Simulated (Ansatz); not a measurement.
# Free carriers and the phonons of GaAs (F-43m)

Aim: how far do free carriers move the optical modes of GaAs (F-43m)?

Main program and level: Ansatz 0.2.0; DFT LDA, scalar-relativistic, plane waves, PAW; PAW set soft_1.

### Step 1. Set-up

It takes space group F-43m (No. 216, cubic). The conventional cell has a = 5.654 Å, b = 5.654 Å, c = 5.654 Å, α = 90.00°, β = 90.00°, γ = 90.00°. Nearest to Ga lie 4 As at 2.45 Å. Nearest to As lie 4 Ga at 2.45 Å. Farther neighbours are not listed.

### Step 2. Bringing the structure to rest

The cell and atoms are relaxed, since residual forces and stress would shift the frequencies.

File input.yaml:

```yaml
crystal:
  lattice:
    - [0.0, 2.82685, 2.82685]
    - [2.82685, 0.0, 2.82685]
    - [2.82685, 2.82685, 0.0]
  atoms:
    - { symbol: Ga, position: [0.0, 0.0, 0.0] }
    - { symbol: As, position: [0.75, 0.75, 0.75] }
kpoints:
  mp_grid: { grid: [12, 12, 12] }
hamiltonian:
  xc: lda
  pseudopotentials: { kind: paw, azcp: { folder: soft_1 }, xc_functional: pbe }
scf:
  occupations: { method: gaussian, width: 0.01 }
output:
  forces: true
  stress: true
  eigenvalues: true
relax:
  adjacent_minimum: "off"
  f_tol: 0.005
  max_steps: 80
  cell: { stress_tol: 0.05 }
```

Launch:

```
$ ansatz run input.yaml --threads 8 --pin off --max-ram 16384MiB --backend cpu --events-out ev --progress --plain --runs-dir out
```

Numbers of over 12 decimals in the logs are rounded to 6 here.

Output:

```text
Engine: ansatz 0.2.0, aarch64-unknown-linux-gnu
Pseudopotentials: kind: paw
Pseudopotential: Ga, paw, valence charge 13, recommended cutoff 420 eV (normal), soft_1/Ga.paw.azcp
Pseudopotential: As, paw, valence charge 15, recommended cutoff 420 eV (normal), soft_1/As.paw.azcp
Functional definition: SPW92
  exchange = slater_x
  correlation = pw_c
Crystal: 2 atoms, lattice volume = 45.179 Å³
Basis set: ecut = 420 eV, 893 PW (Γ)
Bands: 18, of which v1, the nominal top of the filled ones, is band 14 counted from 1 (13 counted from 0)
Symmetry: 24 space group operations
Space group: F-43m (ITA 216), of the structure as read, at distance tolerance 3.6e-5 Å
k-points: 72 of 1728 (time reversal used)
Non-local potential: Ga, projectors of the file, l = 0: 2, l = 1: 2, l = 2: 3, l = 3: 1
Non-local potential: As, projectors of the file, l = 0: 2, l = 1: 2, l = 2: 3, l = 3: 1
PAW form: soft (Blöchl's): semilocal exchange-correlation on the pseudo side does not see the compensation charge
PAW frozen core: Ga, regenerated for the run's functional, and the local potential with it (the file was generated under x = pbe(κ = 0.804, μ = 0.219515), c = pbe(β = 0.066725))
PAW frozen core: As, regenerated for the run's functional, and the local potential with it (the file was generated under x = pbe(κ = 0.804, μ = 0.219515), c = pbe(β = 0.066725))
PAW one-centre angular grid: Ga, 590 points (default); XC on 64 Gauss nodes
PAW one-centre angular grid: As, 590 points (default); XC on 64 Gauss nodes
Initial density: superposition of atomic densities (chi_scale 0.1, normalization cell, long waves kept (reshape's long-wave potential 0.00 eV rms))
Initial wavefunctions: pseudopotential atomic-orbital guess
Functional: x = slater, c = lda
SCF iter   1: F=—  HF=-8481.449952 eV  |F-HF|=—  |Δ(HF+E_count)|=         —  Δρ=4.16e-2  dr2=4.85e-1  ethr=3.10e-3  ⟨swp⟩=6.0  Hψ=6237  notcnv=0
preconditioner: auto → none  [insulator: Δε(μ)=0.359 eV  Ē_g=15.753 eV  σ=0.010 eV  W_gap=1.00  n_scr=14 (ndim 8)  ℏωp=23.4 eV  f_vac=0.001  D(μ)=0.00/eV (n_scr^D=0)  ε∞_Penn≈3.2]
SCF iter   2: F=—  HF=-8481.324398 eV  |F-HF|=—  |Δ(HF+E_count)|=   1.26e-1  Δρ=1.71e-2  dr2=7.67e-2  ethr=1.73e-3  ⟨swp⟩=2.0  Hψ=2160  notcnv=0
SCF iter   3: F=—  HF=-8481.305896 eV  |F-HF|=—  |Δ(HF+E_count)|=   1.85e-2  Δρ=5.67e-3  dr2=7.50e-3  ethr=2.74e-4  ⟨swp⟩=2.2  Hψ=2253  notcnv=0
SCF iter   4: F=—  HF=-8481.299854 eV  |F-HF|=—  |Δ(HF+E_count)|=   6.04e-3  Δρ=1.02e-3  dr2=1.69e-4  ethr=2.68e-5  ⟨swp⟩=2.9  Hψ=2371  notcnv=0
SCF iter   5: F=—  HF=-8481.299864 eV  |F-HF|=—  |Δ(HF+E_count)|=   1.00e-5  Δρ=2.03e-4  dr2=1.96e-5  ethr=6.05e-7  ⟨swp⟩=2.0  Hψ=2585  notcnv=0
SCF iter   6: F=—  HF=-8481.299857 eV  |F-HF|=—  |Δ(HF+E_count)|=   7.43e-6  Δρ=6.17e-5  dr2=1.02e-6  ethr=7.01e-8  ⟨swp⟩=2.0  Hψ=2469  notcnv=0
SCF iter   7: F=—  HF=-8481.299856 eV  |F-HF|=—  |Δ(HF+E_count)|=   2.68e-7  Δρ=1.49e-5  dr2=3.93e-8  ethr=3.57e-10  ⟨swp⟩=6.0  Hψ=6716  notcnv=0
SCF iter   8: F=-8481.299856 eV  HF=-8481.299856 eV  |F-HF|=5.37e-9  |Δ(HF+E_count)|=   1.77e-8  Δρ=3.41e-6  dr2=2.38e-9  ethr=1.40e-10  ⟨swp⟩=4.3  Hψ=4780  notcnv=0
SCF 1 converged in 8 iterations: F = -8481.299856 eV  dr2 = 2.38e-9
  greatest PAW one-centre occupation: 0.999 electrons in one spin orbital (limit 2), on the As atom at site 1 (counted from 0), in its partial waves of l = 2
relax step   1: F+E_penalty+E_count = -8481.29985633 eV  Δ(F+E_penalty+E_count) = +0.000e0 eV  max|allowed force component| = 2.313e-18 eV/Å  Δτ_max = 0.0000 Å  P = -1.878 GPa  Ω = 45.179 Å³  (8 SCF iters, dr2 threshold 1.00e-7 eV, accepted)
Crystal: 2 atoms, lattice volume = 44.191 Å³
Basis set: ecut = 420 eV, 869 PW (Γ)
Initial density: handed on by an earlier stage of this run
Initial wavefunctions: those handed on with the density
iter 1 solved again at ethr=1.98e-6 eV; its pass at ethr=3.10e-3 eV (dr2=5.55e-4 eV) is discarded
SCF iter   1: F=—  HF=-8481.307146 eV  |F-HF|=—  |Δ(HF+E_count)|=         —  Δρ=1.03e-3  dr2=5.48e-4  ethr=1.98e-6  ⟨swp⟩=2.1  Hψ=8613  notcnv=0
preconditioner: auto → none  [insulator: Δε(μ)=0.456 eV  Ē_g=15.581 eV  σ=0.010 eV  W_gap=1.00  n_scr=14 (ndim 8)  ℏωp=23.7 eV  f_vac=0.064  D(μ)=0.00/eV (n_scr^D=0)  ε∞_Penn≈3.3]
SCF iter   2: F=—  HF=-8481.307002 eV  |F-HF|=—  |Δ(HF+E_count)|=   1.44e-4  Δρ=4.15e-4  dr2=7.22e-5  ethr=1.96e-6  ⟨swp⟩=2.1  Hψ=1523  notcnv=0
SCF iter   3: F=—  HF=-8481.306990 eV  |F-HF|=—  |Δ(HF+E_count)|=   1.20e-5  Δρ=1.22e-4  dr2=3.44e-6  ethr=2.58e-7  ⟨swp⟩=2.0  Hψ=2240  notcnv=0
SCF iter   4: F=—  HF=-8481.306988 eV  |F-HF|=—  |Δ(HF+E_count)|=   2.21e-6  Δρ=2.97e-5  dr2=2.24e-7  ethr=1.23e-8  ⟨swp⟩=2.0  Hψ=2304  notcnv=0
SCF iter   5: F=-8481.306988 eV  HF=-8481.306988 eV  |F-HF|=5.43e-8  |Δ(HF+E_count)|=   5.03e-8  Δρ=1.10e-5  dr2=4.57e-8  ethr=7.14e-10  ⟨swp⟩=5.0  Hψ=5958  notcnv=0
SCF 2 converged in 5 iterations: F = -8481.306988 eV  dr2 = 4.57e-8
relax step   2: F+E_penalty+E_count = -8481.30698825 eV  Δ(F+E_penalty+E_count) = -7.132e-3 eV  max|allowed force component| = 1.128e-17 eV/Å  Δτ_max = 0.0000 Å  P = -0.351 GPa  Ω = 44.191 Å³  energy of the carried Pulay correction = +1.564e-4 eV  (5 SCF iters, dr2 threshold 2.00e-7 eV, accepted)
Crystal: 2 atoms, lattice volume = 43.970 Å³
iter 1 solved again at ethr=1.04e-7 eV; its pass at ethr=3.10e-3 eV (dr2=2.92e-5 eV) is discarded
SCF iter   1: F=—  HF=-8481.307264 eV  |F-HF|=—  |Δ(HF+E_count)|=         —  Δρ=2.38e-4  dr2=2.89e-5  ethr=1.04e-7  ⟨swp⟩=2.1  Hψ=7558  notcnv=0
preconditioner: auto → none  [insulator: Δε(μ)=0.493 eV  Ē_g=15.597 eV  σ=0.010 eV  W_gap=1.00  n_scr=14 (ndim 8)  ℏωp=23.8 eV  f_vac=0.064  D(μ)=0.00/eV (n_scr^D=0)  ε∞_Penn≈3.3]
SCF iter   2: F=—  HF=-8481.307257 eV  |F-HF|=—  |Δ(HF+E_count)|=   7.19e-6  Δρ=9.64e-5  dr2=3.85e-6  ethr=1.03e-7  ⟨swp⟩=2.5  Hψ=1848  notcnv=0
SCF iter   3: F=—  HF=-8481.307256 eV  |F-HF|=—  |Δ(HF+E_count)|=   5.61e-7  Δρ=3.27e-5  dr2=2.39e-7  ethr=1.38e-8  ⟨swp⟩=3.0  Hψ=2705  notcnv=0
SCF iter   4: F=-8481.307256 eV  HF=-8481.307256 eV  |F-HF|=5.56e-9  |Δ(HF+E_count)|=   1.64e-7  Δρ=7.29e-6  dr2=1.45e-8  ethr=7.14e-10  ⟨swp⟩=5.2  Hψ=6013  notcnv=0
SCF 3 converged in 4 iterations: F = -8481.307256 eV  dr2 = 1.45e-8
relax step   3: F+E_penalty+E_count = -8481.30725582 eV  Δ(F+E_penalty+E_count) = -2.676e-4 eV  max|allowed force component| = 1.225e-17 eV/Å  Δτ_max = 0.0000 Å  P = +0.018 GPa  Ω = 43.970 Å³  energy of the carried Pulay correction = +1.920e-4 eV  (4 SCF iters, dr2 threshold 2.00e-7 eV, accepted)
Initial wavefunctions: pseudopotential atomic-orbital guess (no wavefunctions were taken with the density)
iter 1 solved again at ethr=2.86e-7 eV; its pass at ethr=3.10e-3 eV (dr2=8.01e-5 eV) is discarded
SCF iter   1: F=—  HF=-8481.307064 eV  |F-HF|=—  |Δ(HF+E_count)|=         —  Δρ=2.67e-5  dr2=1.27e-7  ethr=2.86e-7  ⟨swp⟩=3.0  Hψ=9577  notcnv=0
preconditioner: auto → none  [insulator: Δε(μ)=0.492 eV  Ē_g=15.594 eV  σ=0.010 eV  W_gap=1.00  n_scr=14 (ndim 8)  ℏωp=23.8 eV  f_vac=0.067  D(μ)=0.00/eV (n_scr^D=0)  ε∞_Penn≈3.3]
SCF iter   2: F=—  HF=-8481.307065 eV  |F-HF|=—  |Δ(HF+E_count)|=   1.54e-6  Δρ=1.83e-5  dr2=6.27e-8  ethr=4.55e-10  ⟨swp⟩=2.1  Hψ=2159  notcnv=0
SCF iter   3: F=—  HF=-8481.307065 eV  |F-HF|=—  |Δ(HF+E_count)|=  2.86e-10  Δρ=2.28e-6  dr2=1.80e-9  ethr=2.24e-10  ⟨swp⟩=2.1  Hψ=1904  notcnv=0
SCF iter   4: F=—  HF=-8481.307065 eV  |F-HF|=—  |Δ(HF+E_count)|=   5.11e-9  Δρ=1.07e-6  dr2=2.68e-10  ethr=6.43e-12  ⟨swp⟩=2.0  Hψ=2307  notcnv=0
SCF iter   5: F=-8481.307065 eV  HF=-8481.307065 eV  |F-HF|=7.28e-12  |Δ(HF+E_count)|=  9.82e-11  Δρ=2.33e-7  dr2=1.70e-11  ethr=1.00e-12  ⟨swp⟩=4.1  Hψ=6904  notcnv=0
SCF 4 converged in 5 iterations: F = -8481.307065 eV  dr2 = 1.70e-11
relax step   4: F+E_penalty+E_count = -8481.30706505 eV  Δ(F+E_penalty+E_count) = +1.908e-4 eV  max|allowed force component| = 1.290e-17 eV/Å  Δτ_max = 0.0000 Å  P = +0.017 GPa  Ω = 43.970 Å³  stress off target by 1.69e-2 GPa  SCF on the basis re-selected at this cell (its energy is not comparable with the rows above)  (5 SCF iters)
basis re-selected at this cell: Δ(F+E_penalty+E_count) = +1.908e-4 eV, ΔP = -0.001 GPa vs the last step (what re-selecting the basis moved, of the pressure what is left beyond the Pulay correction that the steps carried, after the strain that the cell walked since its last selection, with what the two solves' SCF thresholds leave and, on support functions, any second-order correction that the steps lacked; it is no m [...]
SCF converged after 5 iterations
Free energy (F): -8481.307065 eV
Harris-Foulkes:  -8481.307065 eV  (|F-HF|=7.28e-12)
Internal energy: -8481.307065 eV  (E = F + TS)
E sigma→0 (E₀):  -8481.307065 eV
Fermi energy:    8.222183 eV
--- Per-component energies (eV) ---
  E_band       = -322.453382
  E_kinetic    = 211.345200
  E_local      = -3627.653555  (includes V_loc(G=0)·N_el)
  E_nonlocal   = -481.089220
  E_hartree    = 2116.957865
  E_xc         = -133.899511
  E_vxc        = -131.202580  (∫ρ·V_xc dr)
  E_paw        = -3847.518827  (= ΣΔE_a)
  E_vpaw       = -527.768641  (= ΣTr[D̂ρ^β])
  E_aug_tail   = -0.000221  (compensation charges beyond the density's cutoff)
  E_ewald      = -2723.252507
  E_core_change = 3.803710  (= ΣΔE_core)
  E_smearing   = -0.000000  (= −TS)
  E_closure    = 0.000000  (closes the sum)
  Σ components = -8481.307065   (vs F -8481.307065, Δ=0.00e0)
--- Forces (eV/Å), atoms counted from 1 ---
  atom   1  Ga    -0.00000000    -0.00000000    -0.00000000
  atom   2  As     0.00000000     0.00000000     0.00000000
  max |Σ_I F_I| component: 2.20e-17 eV/Å
--- Stress (GPa, compression-positive) ---
        0.016942       0.000000       0.000000
        0.000000       0.016942       0.000000
        0.000000       0.000000       0.016942
  P = ⅓ Tr σ = 0.0169 GPa (0.169 kbar)
--- Band table (eV; the first three rows and the last of 72) ---
  k-point 0: bands = [... 10 lower, -5.0030, 7.9759, 7.9759, 7.9759, 8.4682, 11.6729, 11.6729, 11.6729]
  k-point 1: bands = [... 10 lower, -4.9180, 6.7243, 7.8566, 7.8566, 9.3254, 11.8268, 11.8481, 11.8481]
  k-point 2: bands = [... 10 lower, -4.6704, 5.1886, 7.5776, 7.5776, 9.5749, 12.2376, 12.2376, 12.6382]
  k-point 71: bands = [... 10 lower, -2.3288, 1.1766, 4.2924, 4.4830, 12.6303, 12.6404, 13.3673, 13.9476]
--- Relaxed structure (3 steps of the walk, 3 accepted, 1 SCFs on fresh bases) ---
  F+E_penalty+E_count = -8481.30706505 eV   max|allowed force component| = 1.290e-17 eV/Å   (the final SCF, on the basis selected at the relaxed cell)
  cell:  # Å, volume = 43.9695 Å³
    - [0, 2.801392, 2.801392]
    - [2.801392, 0, 2.801392]
    - [2.801392, 2.801392, 0]
  atoms:
    - { symbol: Ga, position: [0, 0, 0] }
    - { symbol: As, position: [0.75, 0.75, 0.75] }
```

The job ended after 6.6 s (8 threads of Arm Neoverse N1, shared host; peak memory 0.46 GiB).

Step by step:

| step | energy less that of the first step (eV) | largest force component (eV/Å) | pressure (GPa) | volume (Å³) |
| --- | --- | --- | --- | --- |
| 1 | 0.0000 | 0.0000 | -1.88 | 45.18 |
| 2 | -0.0071 | 0.0000 | -0.35 | 44.19 |
| 3 | -0.0074 | 0.0000 | 0.02 | 43.97 |
| 4* | -0.0072 | 0.0000 | 0.02 | 43.97 |

Relaxation steps marked * repeat the geometry before them on a plane-wave basis chosen anew for their cell, so energy and pressure can jump there.

The run keeps the 24 symmetry operations that it works with, so distortions that break them were not tested.

| conventional cell, symmetrised | before | after | change |
| --- | --- | --- | --- |
| a (Å) | 5.654 | 5.603 | -0.9 % |
| b (Å) | 5.654 | 5.603 | -0.9 % |
| c (Å) | 5.654 | 5.603 | -0.9 % |
| volume (Å³/atom) | 22.59 | 21.98 | -2.7 % |

The relaxed structure:

```xyz
2
Lattice="0.0000 2.8014 2.8014 2.8014 0.0000 2.8014 2.8014 2.8014 0.0000" Properties=species:S:1:pos:R:3 pbc="T T T"
Ga    0.0000    0.0000    0.0000
As    4.2021    4.2021    4.2021
```

Numbers from this step:

* pressure: 0.01694 GPa
* gap on the k-mesh: 0.4923 eV
* volume per atom: 21.98 Å³

In this step the volume went from 22.59 to 21.98 Å³/atom.

### Step 3. Tight relaxation

Phonons need small forces and stress, so the relaxation is finished with tight tolerances on 12×12×12 k points.

input.yaml, the sections that differ from step 2:

```yaml
crystal:
  lattice:
    - [0.0, 2.8013923146, 2.8013923146]
    - [2.8013923146, 0.0, 2.8013923146]
    - [2.8013923146, 2.8013923146, 0.0]
  atoms:
    - { symbol: Ga, position: [0.0, 0.0, 0.0] }
    - { symbol: As, position: [0.75, 0.75, 0.75] }
scf:
  occupations: { method: fixed }
relax:
  adjacent_minimum: "off"
  f_tol: 0.001
  max_steps: 60
  cell: { stress_tol: 0.01 }
# kpoints, hamiltonian, output: as in step 2
```

Output:

```text
[...]
Crystal: 2 atoms, lattice volume = 43.970 Å³
Basis set: ecut = 420 eV, 869 PW (Γ)
Bands: 18, of which v1, the nominal top of the filled ones, is band 14 counted from 1 (13 counted from 0)
Symmetry: 24 space group operations
[...]
k-points: 72 of 1728 (time reversal used)
[...]
k-point 71: bands = [... 10 lower, -2.3308, 1.1749, 4.2908, 4.4814, 12.6277, 12.6370, 13.3642, 13.9450]
--- Relaxed structure (2 steps of the walk, 2 accepted, 1 SCFs on fresh bases) ---
[...]
cell:  # Å, volume = 43.9776 Å³
    - [0, 2.801563, 2.801563]
    - [2.801563, 0, 2.801563]
    - [2.801563, 2.801563, 0]
  atoms:
    - { symbol: Ga, position: [0, 0, 0] }
    - { symbol: As, position: [0.75, 0.75, 0.75] }
[key lines of the parts left out:]
SCF converged after 5 iterations
Free energy (F): -8481.307064 eV
Fermi energy:    7.973430 eV
P = ⅓ Tr σ = 0.0034 GPa (0.034 kbar)
```

Run time: 4.9 s. Hardware: 8 threads; peak memory 0.45 GiB; 33 s of CPU time.

Little changed from the start: no atom moved by 0.005 Å and no cell edge by 0.1 %.

This step gave:

* pressure: 0.003407 GPa
* gap on the k-mesh: 0.4909 eV
* volume per atom: 21.99 Å³

The forces vanish by symmetry and the pressure is 0.003 GPa, within the tolerances set. The cell now holds 21.99 Å³/atom.

### Step 4. Ground state of a member: no carriers

The cell of the neutral crystal is kept with no carriers. The bands are sampled on 30×30×30 points with Fermi-Dirac filling of 0.03 eV.

input.yaml, the sections that differ from step 3:

```yaml
crystal:
  lattice:
    - [0.0, 2.8015629863, 2.8015629863]
    - [2.8015629863, 0.0, 2.8015629863]
    - [2.8015629863, 2.8015629863, 0.0]
  atoms:
    - { symbol: Ga, position: [0.0, 0.0, 0.0] }
    - { symbol: As, position: [0.75, 0.75, 0.75] }
kpoints:
  mp_grid: { grid: [30, 30, 30] }
scf:
  occupations: { method: fermi_dirac, width: 0.03 }
# hamiltonian, output: as in step 3
# relax: removed
```

Output:

```text
[...]
Crystal: 2 atoms, lattice volume = 43.978 Å³
Basis set: ecut = 420 eV, 869 PW (Γ)
Bands: 18, of which v1, the nominal top of the filled ones, is band 14 counted from 1 (13 counted from 0)
Symmetry: 24 space group operations
[...]
k-points: 752 of 27000 (time reversal used)
[...]
SCF iter   1: F=—  HF=-8481.461298 eV  |F-HF|=—  |Δ(HF+E_count)|=         —  Δρ=4.24e-2  dr2=4.98e-1  ethr=3.10e-3  ⟨swp⟩=5.9  Hψ=65780  notcnv=0
[...]
SCF iter   8: F=-8481.307526 eV  HF=-8481.307526 eV  |F-HF|=4.23e-9  |Δ(HF+E_count)|=   1.78e-8  Δρ=3.23e-6  dr2=2.10e-9  ethr=1.32e-10  ⟨swp⟩=4.8  Hψ=52405  notcnv=0
SCF 1 converged in 8 iterations: F = -8481.307526 eV  dr2 = 2.10e-9
[...]
SCF converged after 8 iterations
Free energy (F): -8481.307526 eV
[...]
Internal energy: -8481.307526 eV  (E = F + TS)
E sigma→0 (E₀):  -8481.307526 eV
Entropy (-TS):   -0.000000 eV (-0.000 meV/atom)
Fermi energy:    8.268503 eV
[...]
--- Stress (GPa, compression-positive) ---
        0.013186       0.000000      -0.000000
        0.000000       0.013186       0.000000
       -0.000000       0.000000       0.013186
  P = ⅓ Tr σ = 0.0132 GPa (0.132 kbar)
--- Band table (eV; the first three rows and the last of 752) ---
  k-point 0: bands = [... 10 lower, -5.0044, 7.9731, 7.9731, 7.9731, 8.4642, 11.6703, 11.6703, 11.6703]
  k-point 1: bands = [... 10 lower, -4.9907, 7.5983, 7.9529, 7.9529, 8.7807, 11.6860, 11.7001, 11.7001]
  k-point 2: bands = [... 10 lower, -4.9498, 7.0232, 7.8949, 7.8949, 9.1692, 11.7547, 11.7854, 11.7854]
  k-point 751: bands = [... 10 lower, -2.3319, 1.1724, 4.2992, 4.4876, 12.4625, 12.5360, 13.5398, 14.0541]
```

Wall time 14 s (8 threads); peak memory 0.89 GiB; 1.8 min of CPU time.

The forces vanish by symmetry.

### Step 5. Zone-centre modes of the member: no carriers

Phonons follow from the second derivative of the energy, found here by linear response.

The zone-centre modes follow for no carriers.

input.yaml, as its differences from that of step 4:

```diff
@@ -16,4 +16,4 @@
 output:
-  forces: true
-  stress: true
   eigenvalues: true
+phonons:
+  method: dfpt
```

Output:

```text
zone centre: on kpoints.mp_grid the ground state, and the responses unless they are solved on pairs of k-points, stand on 1992 of the mesh's 27000 k-points, reduced under 8 symmetry operations, with k and −k counted as one. Each operation leaves every solved displacement unchanged or reverses it
[...]
Crystal: 2 atoms, lattice volume = 43.978 Å³
Basis set: ecut = 420 eV, 869 PW (Γ), exchange–correlation on 54×54×54 points (8 copies of the dense FFT grid, shifted against one another)
Bands: 18, of which v1, the nominal top of the filled ones, is band 14 counted from 1 (13 counted from 0)
Symmetry: 24 space group operations
k-points: 1992 of 27000 (irreducible under 8 space group operations, time reversal used)
[...]
SCF iter   1: F=—  HF=-8481.461312 eV  |F-HF|=—  |Δ(HF+E_count)|=         —  Δρ=4.25e-2  dr2=4.98e-1  ethr=3.10e-3  ⟨swp⟩=5.9  Hψ=175623  notcnv=0
[...]
SCF iter  10: F=-8481.307526 eV  HF=-8481.307526 eV  |F-HF|=3.64e-12  |Δ(HF+E_count)|=  1.82e-12  Δρ=2.74e-8  dr2=2.72e-13  ethr=1.00e-12  ⟨swp⟩=5.2  Hψ=157189  notcnv=0
SCF 1 converged in 10 iterations: F = -8481.307526 eV  dr2 = 2.72e-13
[...]
DFPT response loops at Γ: preconditioner auto → Kerker (q_TF=auto, 2.531 Å⁻¹) (partly filled bands, converged f_vac=0.067); β = 1.00, the filter's whole step (`scf.mixing.beta` (0.50) is not read by the response loops under this deck's `scf.mixing.preconditioner`; to damp them name `kerker` or `kerker_dos`, under which they read `scf.mixing.beta`, and type it under 1.00, their step now; both keys bind the ground state too); Broyden in place of MSR1
SCF converged after 10 iterations
Free energy (F): -8481.307526 eV
[...]
Internal energy: -8481.307526 eV  (E = F + TS)
E sigma→0 (E₀):  -8481.307526 eV
Entropy (-TS):   -0.000000 eV (-0.000 meV/atom)
Fermi energy:    8.268504 eV
[...]
--- Band table (eV; the first three rows and the last of 1992) ---
  k-point 0: bands = [... 10 lower, -5.0044, 7.9731, 7.9731, 7.9731, 8.4642, 11.6703, 11.6703, 11.6703]
  k-point 1: bands = [... 10 lower, -4.9907, 7.5983, 7.9529, 7.9529, 8.7807, 11.6860, 11.7001, 11.7001]
  k-point 2: bands = [... 10 lower, -4.9498, 7.0232, 7.8949, 7.8949, 9.1692, 11.7547, 11.7854, 11.7854]
  k-point 1991: bands = [... 10 lower, -2.3319, 1.1724, 4.2992, 4.4876, 12.4626, 12.5360, 13.5398, 14.0542]
--- Phonons (Γ-DFPT): 2 representative perturbations + reference, on 1992 of 27000 k-points (Σ response iterations 6) ---
  k mesh reduced under 8 symmetry operations, with k and −k counted as one. Each operation leaves every solved displacement unchanged or reverses it
  ASR residual: 1.700e-5 → 0.000e0 eV/Å²; symmetrization residual: 1.537e-6 eV/Å²
  ASR residual per site (eV/Å²): 1.70e-5 1.40e-5
  Γ frequencies (cm⁻¹): 0.00 0.00 0.00 268.71 268.71 268.71
  non-analytic LO–TO correction: not included (Born effective charges unavailable; polar crystals: no LO–TO splitting at Γ)
```

It took 2.3 min on 8 threads; peak memory 4.6 GiB; 16 min of CPU time.

This step gave:

```yaml
sum_rule_residual_before_enforcement: 1.70e-5 eV/Å²
point_group: -43m
highest_optical_mode_at_the_zone_centre_no_lo_to_term: 268.7 cm⁻¹
lowest_optical_zone_centre_mode: 268.7 cm⁻¹
```

Without the LO-TO term. Patterns of degenerate modes are one choice out of their space. The modes at Γ (shares of kinetic energy by element, %):

| mode | frequency (cm⁻¹) | symmetry | Ga % | As % |
| --- | --- | --- | --- | --- |
| 1 | 0.0 | acoustic | 48 | 52 |
| 2 | 0.0 | acoustic | 48 | 52 |
| 3 | 0.0 | acoustic | 48 | 52 |
| 4 | 268.7 | T2 | 52 | 48 |
| 5 | 268.7 | T2 | 52 | 48 |
| 6 | 268.7 | T2 | 52 | 48 |

Displacements in mode 4 (268.7 cm⁻¹), the largest set to 1:
```
Ga1  0.00  0.17  1.00
As2  0.00 -0.16 -0.93
```

The optical mode without the LO-TO term lies at 268.7 cm⁻¹.

(Continued in part 2 of 2.)

[Logs are printed without paths, hosts, clocks, repeated set-up lines and the standing remarks that a program may print on its own settings, such as how far it seeks lower states.]

[Hosts, paths, dates, database ids (printed as entryN), source tags and the programs' standing remarks are cut or masked in the printed files.]
